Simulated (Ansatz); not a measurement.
# What Be2Sn (model cell, started as antifluorite) distorts into, part 3 of 3

Which phase does Be2Sn (model cell, started as antifluorite) fall into along its unstable mode, and how much energy does it gain?

Ansatz 0.2.0; DFT PBEsol, scalar-relativistic, plane waves, PAW.

So far. Step 5 (Energy along the mode, all amplitudes (two of the runs …): The lowest of the steps tried is at 0.32 Å, 36.1 meV/atom below the parent; the bottom of the well need not coincide with a step. Step 7 (The new phase in its own primitive cell): The largest force component left is 0.68 meV/Å and the pressure is -0.001 GPa, within the tolerances set. The cell now holds 15.03 Å³/atom. The relaxed cell has a, b, c = 3.986, 5.148, 4.394 Å (conventional setting).

The structure was built from a prototype and need not be the compound's stable phase.

### 8. Modes of the new phase, k-mesh 8×6×8

A relaxed structure may still be a saddle point, so its zone-centre modes are computed. No field response is asked, since the mesh shows no gap.

input.yaml reads:

```yaml
crystal:
  lattice:
    - [3.9855133065, 0.0, 0.0]
    - [0.0, 5.1482692801, 0.0]
    - [0.0, 0.0, 4.3943232762]
  atoms:
    - { symbol: Sn, position: [0.5, 0.5, 0.1478187905] }
    - { symbol: Sn, position: [0.0, 0.0, 0.8521812095] }
    - { symbol: Be, position: [0.5, 0.2475463748, 0.6389144646] }
    - { symbol: Be, position: [0.0, 0.7475463748, 0.3610855354] }
    - { symbol: Be, position: [0.5, 0.7524536252, 0.6389144646] }
    - { symbol: Be, position: [0.0, 0.2524536252, 0.3610855354] }
kpoints:
  mp_grid: { grid: [8, 6, 8] }
hamiltonian:
  xc: pbesol
scf:
  occupations: { method: methfessel_paxton, width: 0.15 }
output:
  eigenvalues: true
phonons:
  method: dfpt
```

Command:

```
ansatz run input.yaml --threads 4 --pin off --max-ram 7168MiB --backend cpu --events-out ev --progress --plain --runs-dir out
```

Numbers of over 12 decimals in the logs are rounded to 6 here.

Log:

```text
zone centre: on kpoints.mp_grid the ground state, and the responses unless they are solved on pairs of k-points, stand on 130 of the mesh's 384 k-points, reduced under 2 symmetry operations, with k and −k counted as one. Each operation leaves every solved displacement unchanged or reverses it
[...]
Crystal: 6 atoms, lattice volume = 90.165 Å³
Basis set: ecut = 420 eV, 1767 PW (Γ), exchange–correlation on 60×72×60 points (8 copies of the dense FFT grid, shifted against one another)
Bands: 24, of which v1, the nominal top of the filled ones, is band 18 counted from 1 (17 counted from 0)
Symmetry: 8 space group operations
k-points: 130 of 384 (irreducible under 2 space group operations, time reversal used)
[...]
SCF iter   1: F=—  HF=-12258.470444 eV  |F-HF|=—  |Δ(HF+E_count)|=         —  Δρ=4.07e-3  dr2=3.46e-2  ethr=1.77e-3  ⟨swp⟩=7.7  Hψ=17887  notcnv=0
[...]
SCF iter  11: F=-12258.455195 eV  HF=-12258.455195 eV  |F-HF|=5.46e-12  |Δ(HF+E_count)|=  1.82e-12  S|Δr|=    0.00e0  Δρ=4.08e-8  dr2=2.98e-12  ethr=1.00e-12  ⟨swp⟩=9.4  Hψ=14703  notcnv=0
SCF 1 converged in 11 iterations: F = -12258.455195 eV  dr2 = 2.98e-12
[...]
DFPT response loops at Γ: preconditioner auto → Kerker (q_TF=auto, 2.341 Å⁻¹) (partly filled bands, converged f_vac=0.000); β = 1.00, the filter's whole step (`scf.mixing.beta` (0.50) is not read by the response loops under this deck's `scf.mixing.preconditioner`; to damp them name `kerker` or `kerker_dos`, under which they read `scf.mixing.beta`, and type it under 1.00, their step now; both keys bind the ground state too); Broyden in place of MSR1
SCF converged after 11 iterations
[...]
Free energy (F): -12258.455195 eV
[...]
Internal energy: -12258.455909 eV  (E = F + TS)
E sigma→0 (E₀):  -12258.455373 eV
Entropy (-TS):   0.000715 eV (0.119 meV/atom)
Fermi energy:    9.512869 eV
[...]
--- Band table (eV; the first three rows and the last of 130) ---
  k-point 0: bands = [... 14 lower, 5.9567, 6.6295, 9.3438, 10.3100, 10.6483, 10.7780, 10.8394, 11.3173, ... 2 higher]
  k-point 1: bands = [... 14 lower, 6.0786, 7.4824, 9.0222, 9.3172, 9.9090, 10.8219, 11.0919, 11.9169, ... 2 higher]
  k-point 2: bands = [... 14 lower, 6.4364, 7.0447, 8.0612, 9.6637, 10.1126, 10.1587, 10.9363, 12.2207, ... 2 higher]
  k-point 129: bands = [... 14 lower, 4.0804, 4.0804, 5.0554, 5.0554, 13.5103, 13.5103, 13.5858, 13.5858, ... 2 higher]
--- Phonons (Γ-DFPT): 6 representative perturbations + reference, on 130 of 384 k-points (Σ response iterations 18) ---
  k mesh reduced under 2 symmetry operations, with k and −k counted as one. Each operation leaves every solved displacement unchanged or reverses it
  ASR residual: 4.938e-5 → 0.000e0 eV/Å²; symmetrization residual: 7.276e-7 eV/Å²
  ASR residual per site (eV/Å²): 2.35e-5 2.35e-5 4.94e-5 4.94e-5 4.94e-5 4.94e-5
  Γ frequencies (cm⁻¹): 0.00 0.00 0.00 97.63 117.58 140.03 221.95 240.75 285.55 312.59 315.39 328.21 372.85 455.77 463.08 469.25 484.39 487.91
  non-analytic LO–TO correction: not included (Born effective charges unavailable; polar crystals: no LO–TO splitting at Γ)
```

Elapsed: 51 s, on 4 threads of Arm Neoverse V2, shared host; peak memory 1.3 GiB; 3.2 min of CPU time.

This step gave:

- sum-rule residual before enforcement: 4.94e-5 eV/Å²
- point group: mmm
- highest optical mode at the zone centre (no LO-TO term): 487.9 cm⁻¹
- lowest optical zone-centre mode: 97.63 cm⁻¹

Patterns of degenerate modes are one choice out of their space. Modes at Γ, with each element's share of the kinetic energy:

```tsv
mode	frequency (cm⁻¹)	symmetry	Sn %	Be %
1	0.0	acoustic	87	13
2	0.0	acoustic	87	13
3	0.0	acoustic	87	13
4	97.6	B2g	96	4
5	117.6	Ag	92	8
6	140.0	B3g	99	1
7	221.9	B2u	8	92
8	240.8	B3g	1	99
9	285.6	Au	0	100
10	312.6	B3u	13	87
11	315.4	B1u	6	94
12	328.2	Ag	5	95
13	372.9	B2u	6	94
14	455.8	B1g	0	100
15	463.1	Ag	3	97
16	469.2	B2g	4	96
17	484.4	B3g	0	100
18	487.9	B1u	8	92
```

Displacements in mode 4 (97.6 cm⁻¹), the largest set to 1:
```
Sn1 -1.00  0.00  0.00
Sn2  1.00  0.00  0.00
Be3  0.51  0.00  0.00
Be4 -0.51  0.00  0.00
Be5  0.51  0.00  0.00
Be6 -0.51  0.00  0.00
```

Displacements in mode 13 (372.9 cm⁻¹), the largest set to 1:
```
Sn1  0.00 -0.12  0.00
Sn2  0.00 -0.12  0.00
Be3  0.00  0.81 -1.00
Be4  0.00  0.81  1.00
Be5  0.00  0.81  1.00
Be6  0.00  0.81 -1.00
```

Before it was imposed, the acoustic sum rule was missed by 4.9e-5 eV/Å². Small misses are needed for a sound result but don't prove that mesh and cutoff are converged. The lowest optical mode is real, 97.6 cm⁻¹.

### 9. What came out

| Property | Result |
| --- | --- |
| unstable mode of the parent | q = (0, -0.5, -0.5), 116i cm⁻¹ |
| depth at the lowest point sampled | 36.1 meV/atom |
| largest atomic shift at that point | 0.32 Å |
| space group reached (within 0.01 Å) | Pmmn |
| energy gained over the parent (first relaxation, on the mesh of the frozen mode) | 97.8 meV/atom |
| volume per atom, phase reached | 15.0 Å³ |
| lowest optical zone-centre mode, phase reached | 97.6 cm⁻¹ |
| highest optical mode at the zone centre (no LO-TO term), phase reached | 488 cm⁻¹ |

In words: Along this mode the structure falls into Pmmn, 97.8 meV/atom below the parent. At the parent's cell the well is 36.06 meV/atom deep on the steps tried, with its lowest point at a shift of 0.32 Å. Relaxing atoms and cell changes the gain by +61.74 meV/atom against the lowest step (energies at zero smearing). Most of the total comes from this relaxation. The new phase has no imaginary mode at the zone centre of its cell; other wavevectors were not checked. Of the 4 patterns followed to their end from this parent, this one reaches the lowest energy. Each path keeps the symmetry of its pattern, so a lower phase may lie along a pattern not tried. With no gap, or one that is small against the smearing, the frequencies hang on the k mesh and the smearing, most of all near Kohn anomalies. Spin-orbit coupling is left out, which can matter for the heavy elements here. A phonon run warned that its eigensolver left some bands unconverged in a pass. The starting cell was built on a prototype and not taken from a measurement, so the phase need not exist.

[Logs are printed without paths, hosts, clocks, repeated set-up lines and the standing remarks that a program may print on its own settings, such as how far it seeks lower states.]

[Hosts, paths, dates, database ids (printed as entryN), source tags and the programs' standing remarks are cut or masked in the printed files.]
